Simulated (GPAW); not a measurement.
# A 7-layer slab of Au(111) in an electric field, part 2 of 2

How does a 7-layer slab of Au(111) screen a perpendicular field?

GPAW 26.7.0; GPAW, PAW setups; slab in vacuum, relaxation (the session's first sound run).

So far. Step 4 (Field on): The dipole is now -0.146 e Å, against -0.0050 in the run without a field. Step 5 (In a field): The dipole is now -0.0752 e Å, against -0.0050 in the run without a field.

**8. Field on**

Contents of run.py:

```python
import json
import numpy as np
from ase import Atoms
from gpaw import GPAW, PW
from gpaw.external import ConstantElectricField

slab = Atoms(
    ['Au', 'Au', 'Au', 'Au', 'Au', 'Au', 'Au'],
    positions=[
        [0.00000, 0.00000, 9.00000],
        [1.44250, 0.83283, 11.35559],
        [2.88500, 1.66565, 13.71118],
        [-0.00000, -0.00000, 16.20266],
        [1.44250, 0.83283, 18.69028],
        [2.88500, 1.66565, 21.16055],
        [-0.00000, -0.00000, 23.69207]],
    cell=[[2.885, 0.0, 0.0], [1.4425, 2.49848, 0.0], [0.0, 0.0, 32.13353]],
    pbc=[True, True, False])

slab.calc = GPAW(mode=PW(400), xc='PBE', kpts={'size': (13, 13, 1), 'gamma': True},
                 occupations={'name': 'fermi-dirac', 'width': 0.1}, nbands='160%',
                 convergence={'density': 1e-05}, maxiter=200,
                 poissonsolver={'dipolelayer': 'xy'},
                 external=ConstantElectricField(0.1, [0, 0, 1]),
                 symmetry={'tolerance': 1e-3}, txt='slab.txt')
result = {}
energy = slab.get_potential_energy()
fermi = slab.calc.get_fermi_level()
v = slab.calc.get_electrostatic_potential().mean((0, 1)) - fermi
n = slab.calc.get_pseudo_density().mean((0, 1))
L = slab.cell[2, 2]
z = np.arange(len(v)) * L / len(v)
low, high = slab.positions[:, 2].min(), slab.positions[:, 2].max()
below, above = np.interp([low - 6.8, high + 6.8], z, v)
slopes = [np.interp(x, z, np.gradient(v, z)) for x in (low - 6.8, high + 6.8)]
eps = np.array([[slab.calc.get_eigenvalues(k, s) for k in range(len(slab.calc.get_ibz_k_points()))]
                for s in range(slab.calc.get_number_of_spins())]) - fermi
top, bottom = eps[eps < 0].max(), eps[eps > 0].min()
dipole = slab.get_dipole_moment()[2]
print(f'energy {energy:.4f} eV, Fermi level {fermi:.4f} eV, dipole {dipole:.5f} e A')
print(f'potential 6.8 A off the faces, from the Fermi level: lower {below:.4f} eV, upper {above:.4f} eV')
print(f'slope of the potential there: lower {slopes[0]:.5f}, upper {slopes[1]:.5f} eV/A')
print(f'nearest levels on the mesh: {top:.4f} and {bottom:.4f} eV')
print('magnetic moment', round(slab.get_magnetic_moment(), 3))
result.update(energy=energy, fermi=fermi, dipole=dipole, below=below, above=above, slopes=slopes, edges=[top, bottom],
              z=z.tolist(), v=v.tolist(), n=n.tolist(), positions=slab.positions.tolist(),
              forces=slab.get_forces(apply_constraint=False).tolist(), moments=slab.get_magnetic_moments().tolist())
json.dump(result, open('result.json', 'w'))
```

On the command line:

```bash
$ OMP_NUM_THREADS=1 OPENBLAS_NUM_THREADS=1 python run.py
```

What it wrote:

```text
energy -21.2231 eV, Fermi level 2.5633 eV, dipole 0.06585 e A
potential 6.8 A off the faces, from the Fermi level: lower 5.9964 eV, upper 4.3433 eV
slope of the potential there: lower 0.00001, upper -0.00002 eV/A
nearest levels on the mesh: -0.0903 and 0.1944 eV
magnetic moment 0.0
```

Run time: 29 min. Hardware: 1 thread of Arm Neoverse V2, shared host; peak memory 0.68 GiB.

The electrostatic potential energy of an electron (without an applied field's), less the Fermi level, planar mean oscillates, so the rows of the table below give means over windows of 2.46 Å about each position, cut where the curve ends. Its maxima inside the range that stand out by 2 % of the span (Å: eV): 3.3: 6.00, 10.2: 0.976, 12.5: 0.650, 15.0: 1.29, 17.5: 1.09, 19.9: 0.796, 22.4: 0.962. Its minima: 9.0: -22.6, 11.4: -23.2, 13.7: -23.4, 16.2: -23.5, 18.7: -23.6, 21.2: -23.8, 23.7: -23.9.

Table of electrostatic potential energy of an electron (without an applied field's), less the Fermi level, planar mean by z; means over each step:

| z (Å) | electrostatic potential energy of an electron (without an applied field's), less the Fermi level, planar mean (eV) |
| --- | --- |
| 1.23 | 5.93 |
| 3.69 | 6.00 |
| 6.15 | 5.89 |
| 8.61 | -7.59 |
| 11.07 | -9.13 |
| 13.53 | -9.29 |
| 15.99 | -9.23 |
| 18.45 | -9.49 |
| 20.91 | -9.65 |
| 23.37 | -9.53 |
| 25.83 | 3.60 |
| 28.29 | 4.34 |
| 30.75 | 4.37 |

The dipole is now 0.0659 e Å, against -0.0050 in the run without a field.

**9. Field on**

run.py: that of step 8 with these lines changed.

```diff
@@ -23,3 +23,3 @@
                  poissonsolver={'dipolelayer': 'xy'},
-                 external=ConstantElectricField(0.1, [0, 0, 1]),
+                 external=ConstantElectricField(0.2, [0, 0, 1]),
                  symmetry={'tolerance': 1e-3}, txt='slab.txt')
```

What it wrote:

```text
energy -21.2332 eV, Fermi level 2.5743 eV, dipole 0.13640 e A
potential 6.8 A off the faces, from the Fermi level: lower 6.8576 eV, upper 3.4334 eV
slope of the potential there: lower 0.00002, upper -0.00003 eV/A
nearest levels on the mesh: -0.0901 and 0.1942 eV
magnetic moment 0.0
```

It took 21 min on 1 thread; peak memory 0.68 GiB.

The dipole is now 0.136 e Å, against -0.0050 in the run without a field.

**10. Field on**

run.py: that of step 9 with these lines changed.

```diff
@@ -23,3 +23,3 @@
                  poissonsolver={'dipolelayer': 'xy'},
-                 external=ConstantElectricField(0.2, [0, 0, 1]),
+                 external=ConstantElectricField(0.3, [0, 0, 1]),
                  symmetry={'tolerance': 1e-3}, txt='slab.txt')
```

What it wrote:

```text
energy -21.2504 eV, Fermi level 2.5847 eV, dipole 0.20677 e A
potential 6.8 A off the faces, from the Fermi level: lower 7.7181 eV, upper 2.5274 eV
slope of the potential there: lower 0.00005, upper -0.00005 eV/A
nearest levels on the mesh: -0.0899 and 0.1937 eV
magnetic moment 0.0
```

Wall time 20 min (1 thread); peak memory 0.69 GiB.

The dipole is now 0.207 e Å, against -0.0050 in the run without a field.

**11. The series**

The members are put on one axis.

This step: induced dipole against applied field (GPAW 26.7.0).

Dipole along the normal against field:

```
field (V/Å)  dipole along the normal (e·Å)
     -0.200                         -0.146
     -0.100                        -0.0752
     -0.050                        -0.0398
      0.000                       -0.00501
      0.050                         0.0306
      0.100                         0.0659
      0.200                          0.136
      0.300                          0.207
```

**12. Results**

```yaml
work_function_upper_and_lower_face: 5.255 and 5.137 eV
dipole_along_the_normal: -0.00501 e Å
induced_dipole_per_field: 0.705 e Å per V/Å
out_of_plane_polarisability_per_area_alpha_eps_0_a: 17.7 Å
```

**Reading.** The field induces 0.705 e Å per V/Å, a polarisable thickness α/(ε0 A) of 17.7 Å beside 14.7 Å between the outermost nuclei. A perfect conductor would give the distance between its two image planes; a dielectric of thickness t gives t(1 - 1/ε). The two faces differ by 0.12 eV, the step that the slab's dipole makes (e p/(ε0 A) gives 0.13 eV), so the dipole layer is needed. The lowest atoms were held at bulk positions, which alone makes the faces unlike. The measured value for this face is 5.33 eV (as compiled in "Properties of real metallic surfaces: Effects of density functional semilocality and van der Waals nonlocality", 2017, arxiv:1702.08515); the relaxed upper face lies 0.075 eV under it with PBE. Measured work functions scatter by a tenth of an eV or more between methods. The clean face reconstructs (W and Mo (100) only when cold), while this slab is an unreconstructed 1×1 cell, so the two are not the same surface. The induced dipole is linear in the field over this range. The in-plane lattice was kept as typed, which isn't the functional's own and leaves some strain; spin-orbit coupling and temperature are left out.

[Logs are printed without paths, hosts, clocks, repeated set-up lines and the standing remarks that a program may print on its own settings, such as how far it seeks lower states.]

[Hosts, paths, dates, database ids (printed as entryN), source tags and the programs' standing remarks are cut or masked in the printed files.]
